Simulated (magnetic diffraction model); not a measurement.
# Which magnetic order? DyY₂Tl₃In₂

Space group Cmcm (no. 63), a = 10.0350 Å, b = 8.0480 Å, c = 10.5460 Å.

| site | atom | x | y | z |
| --- | --- | --- | --- | --- |
| 8f | Tl | 1/2 | 0.8064 | 0.4564 |
| 4c | Tl | 1/2 | 0.4886 | 3/4 |
| 4c | Dy | 1/2 | 0.8690 | 3/4 |
| 8g | In | 0.7153 | 0.2101 | 3/4 |
| 8e | Y | 0.2073 | 0 | 1/2 |

This is a made-up structure (elements placed in a structure type, unrelaxed), so the numbers test the method and describe no known phase.

Only Dy is taken to order (form factors of Dy3+); orders and moment sizes are assumed, and not adapted to the symmetry. Radiation: neutrons of λ = 2.567 Å (absorption by Dy left out), 5° to 55°; isotropic B of 0.56 Å² (Tl), 0.47 Å² (Dy), 0.67 Å² (In) and 0.55 Å² (Y). The intensities are simulated: I ∝ L Σ (|F_N|² + |F_M⊥|²) for unpolarised neutrons, with F_M = 2.695 fm/μB × Σ f(s) S exp(2πi Q·r) exp(−B s²) at Q = H ± k (one set where k and −k are equivalent), only the part normal to Q counting and L = 1/(sin²θ cos θ). For collinear order S is the moment m, which repeats by lattice and centring translations R with the sign exp(−2πi k·R). Form factors are spin-only for 3d ions and dipole or tabulated for f ions, scattering lengths are Sears's of 1992, and absorption is left out. A label names one of the reflections at its angle. The strongest nuclear line in the range is 100, and lines under 0.2 are left out.

Above the ordering temperature:

| 2θ (°) | index | I |
| --- | --- | --- |
| 23.59 | (1 1 0) | 10.8 |
| 27.53 | (1 1 1) | 19.0 |
| 28.18 | (0 0 2) | 1.6 |
| 29.64 | (2 0 0) | 66.4 |
| 37.07 | (1 1 2) | 1.5 |
| 37.20 | (0 2 0) | 0.5 |
| 39.92 | (0 2 1) | 18.6 |
| 41.35 | (2 0 2) | 39.0 |
| 47.31 | (0 2 2) | 1.6 |
| 48.27 | (2 2 0) | 17.4 |
| 49.10 | (3 1 0) | 36.5 |
| 49.47 | (1 1 3) | 100.0 |
| 50.50 | (2 2 1) | 68.0 |
| 51.31 | (3 1 1) | 28.1 |

Below it (cell unchanged):

```csv
2θ (°),I
11.73,308.6
18.29,19.8
23.59,10.8
23.98,72.3
27.53,19.0
27.87,15.1
28.18,1.6
28.67,6.5
29.64,66.4
30.61,13.1
32.03,67.8
35.72,4.1
37.07,1.5
37.20,0.5
37.33,24.3
38.48,27.0
38.53,49.4
39.92,18.6
40.63,3.2
41.13,7.9
41.35,39.0
44.56,0.6
46.10,2.9
47.07,2.3
47.31,1.6
47.63,4.5
48.27,17.4
48.37,21.5
49.10,36.5
49.35,30.8
49.47,100.0
49.68,1.5
49.89,26.4
50.50,68.0
51.31,28.1
52.36,9.3
```
(The table stops after 36 lines; 3 more lie at higher angle.)

**Question.** Check that the new lines index with k = (1/2 1/2 0), then choose among these models:
A. collinear moments along [110], 8 μB on Dy; signs + at (1/2, 0.8690, 3/4), + at (1/2, 0.1310, 1/4)
B. collinear moments along [110], 8 μB on Dy; signs + at (1/2, 0.8690, 3/4), − at (1/2, 0.1310, 1/4)
C. collinear moments along [001], 8 μB on Dy; signs + at (1/2, 0.8690, 3/4), + at (1/2, 0.1310, 1/4)
D. collinear moments along [001], 8 μB on Dy; signs + at (1/2, 0.8690, 3/4), − at (1/2, 0.1310, 1/4)

The new lines index as (1/2 1/2 0) at 11.73°, (1/2 1/2 1) at 18.29°, (3/2 -1/2 0) at 23.98° and (3/2 -1/2 1) at 27.87°, that is as H ± k with k = (1/2 1/2 0), one of 2 inequivalent arms of its star (k and −k counted as one), which a powder can't tell apart. Half indices mean that the moments reverse under translations with k·R a half-integer, and the magnetic cell has twice the primitive volume.

Magnetic intensity, observed (below minus above) and for each model:

| 2θ (°) | index | observed | A | B | C | D |
| --- | --- | --- | --- | --- | --- | --- |
| 11.73 | (1/2 1/2 0) | 308.6 | 2.8 | 14.6 | 58.8 | 308.6 |
| 18.29 | (1/2 1/2 1) | 19.8 | 152.3 | 29.0 | 104.0 | 19.8 |
| 23.98 | (3/2 -1/2 0) | 72.3 | 10.6 | 55.6 | 13.8 | 72.3 |
| 27.87 | (3/2 -1/2 1) | 15.1 | 87.9 | 16.7 | 79.0 | 15.1 |
| 28.67 | (1/2 -3/2 0) | 6.5 | 44.4 | 5.4 | 53.0 | 6.5 |
| 30.61 | (1/2 1/2 2) | 13.1 | 14.2 | 74.8 | 2.5 | 13.1 |
| 32.03 | (1/2 -3/2 1) | 67.8 | 8.9 | 73.2 | 8.3 | 67.8 |
| 38.53 | (3/2 3/2 1) | 49.4 | 1.2 | 10.1 | 6.0 | 49.4 |

Model D matches.

The structure used: k = (1/2 1/2 0), collinear moments along [001], 8 μB on Dy; signs + at (1/2, 0.8690, 3/4), − at (1/2, 0.1310, 1/4).

[Logs are printed without paths, hosts, clocks, repeated set-up lines and the standing remarks that a program may print on its own settings, such as how far it seeks lower states.]
